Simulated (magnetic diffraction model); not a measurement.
## Solving a magnetic structure from powder neutron data: CeTi2Pd

Space group Cmcm (no. 63), a = 4.4020 Å, b = 9.7920 Å, c = 7.1050 Å.

```
site  atom    x       y       z
  4c    Ce    0  0.0837     3/4
  4c    Pd  1/2  0.2951     3/4
  8f    Ti  1/2  0.1328  0.4582
```

The compound is invented for this exercise: a known structure type with other elements, its cell scaled to their sizes and not relaxed.

Only Ce is taken to order (form factors of Ce3+); orders and moment sizes are assumed, and not adapted to the symmetry. Radiation: neutrons of λ = 1.8 Å, 5° to 60°; isotropic B of 0.26 Å² (Ce), 0.23 Å² (Pd) and 0.3 Å² (Ti). Simulated constant-wavelength pattern: nuclear and magnetic terms add, the magnetic one as |2.695 fm × Σ f S⊥ exp(2πi Q·r) exp(−B s²)|², summed over all Q at one angle with the factor 1/(sin²θ cos θ). For collinear order S is the moment m, which repeats by lattice and centring translations R with the sign exp(−2πi k·R). Free-ion form factors, Sears's scattering lengths of 1992, no absorption; a label names one of the reflections at its angle. The strongest nuclear line in the range is 100, and lines under 0.2 are left out.

Above the ordering temperature:

| 2θ (°) | index | I |
| --- | --- | --- |
| 21.18 | (0 2 0) | 2.5 |
| 25.80 | (0 2 1) | 7.2 |
| 25.91 | (1 1 0) | 99.6 |
| 29.35 | (0 0 2) | 100.0 |
| 29.84 | (1 1 1) | 29.0 |
| 36.48 | (0 2 2) | 4.8 |
| 39.54 | (1 1 2) | 2.8 |
| 40.15 | (1 3 0) | 39.8 |
| 42.92 | (1 3 1) | 41.7 |
| 43.14 | (0 4 0) | 8.1 |
| 45.77 | (0 4 1) | 26.6 |
| 48.27 | (2 0 0) | 2.2 |
| 49.94 | (0 2 3) | 3.9 |
| 53.04 | (0 4 2) | 8.1 |
| 53.27 | (2 2 0) | 0.9 |
| 55.53 | (2 2 1) | 3.5 |
| 57.51 | (2 0 2) | 59.6 |

Below it (cell unchanged):

| 2θ (°) | I |
| --- | --- |
| 12.87 | 28.8 |
| 19.48 | 1.9 |
| 19.77 | 8.6 |
| 21.18 | 2.5 |
| 24.63 | 10.3 |
| 25.80 | 7.2 |
| 25.91 | 99.6 |
| 29.35 | 100.0 |
| 29.84 | 29.0 |
| 32.17 | 9.2 |
| 32.71 | 5.0 |
| 35.64 | 4.2 |
| 36.13 | 4.9 |
| 36.48 | 4.8 |
| 39.14 | 0.6 |
| 39.30 | 1.4 |
| 39.54 | 2.8 |
| 40.15 | 39.8 |
| 41.83 | 0.2 |
| 42.12 | 2.4 |
| 42.27 | 4.5 |
| 42.92 | 41.7 |
| 43.14 | 8.1 |
| 45.06 | 0.2 |
| 45.77 | 26.6 |
| 46.68 | 0.3 |
| 47.21 | 4.7 |
| 47.61 | 5.1 |
| 48.27 | 2.2 |
| 49.29 | 1.9 |
| 49.80 | 1.6 |
| 49.93 | 0.2 |
| 49.94 | 3.9 |
| 50.43 | 0.4 |
| 52.78 | 0.8 |
| 53.04 | 8.1 |
(The table stops after 36 lines; 7 more lie at higher angle.)

**Question.** Check that the new lines index with k = (1/2 1/2 1), then choose among these models:
A. collinear moments along [101], 2 μB on Ce; signs + at (0, 0.0837, 3/4), − at (1/2, 0.4163, 1/4)
B. collinear moments along [111], 2 μB on Ce; signs + at (0, 0.0837, 3/4), − at (1/2, 0.4163, 1/4)
C. collinear moments along [101], 2 μB on Ce; signs + at (0, 0.0837, 3/4), + at (1/2, 0.4163, 1/4)
D. collinear moments along [111], 2 μB on Ce; signs + at (0, 0.0837, 3/4), + at (1/2, 0.4163, 1/4)

The new lines index as (1/2 1/2 0) at 12.87°, (1/2 1/2 1) at 19.48°, (1/2 -3/2 0) at 19.77° and (1/2 -3/2 1) at 24.63°, that is as H ± k with k = (1/2 1/2 1), one of 2 inequivalent arms of its star (k and −k counted as one), which a powder can't tell apart. Half indices mean that the moments reverse under translations with k·R a half-integer, and the magnetic cell has twice the primitive volume.

Magnetic intensity, observed (below minus above) and for each model:

| 2θ (°) | index | observed | A | B | C | D |
| --- | --- | --- | --- | --- | --- | --- |
| 12.87 | (1/2 1/2 0) | 28.8 | 36.3 | 28.8 | 2.6 | 2.1 |
| 19.48 | (1/2 1/2 1) | 1.9 | 1.4 | 1.9 | 19.8 | 26.4 |
| 29.13 | (1/2 5/2 0) | <0.2 | 0.6 | <0.2 | 8.1 | 2.6 |
| 32.17 | (1/2 1/2 2) | 9.2 | 4.8 | 9.2 | 0.3 | 0.7 |
| 32.71 | (1/2 5/2 1) | 5.0 | 10.7 | 5.0 | 0.7 | 0.3 |
| 39.14 | (3/2 -1/2 1) | 0.6 | 0.4 | 0.6 | 5.7 | 7.9 |
| 42.27 | (1/2 -7/2 1) | 4.5 | 6.4 | 4.5 | 0.5 | 0.3 |
| 47.61 | (3/2 -5/2 1) | 5.1 | 4.2 | 5.1 | 0.3 | 0.3 |

Model B matches.

The structure used: k = (1/2 1/2 1), collinear moments along [111], 2 μB on Ce; signs + at (0, 0.0837, 3/4), − at (1/2, 0.4163, 1/4).

[Logs are printed without paths, hosts, clocks, repeated set-up lines and the standing remarks that a program may print on its own settings, such as how far it seeks lower states.]
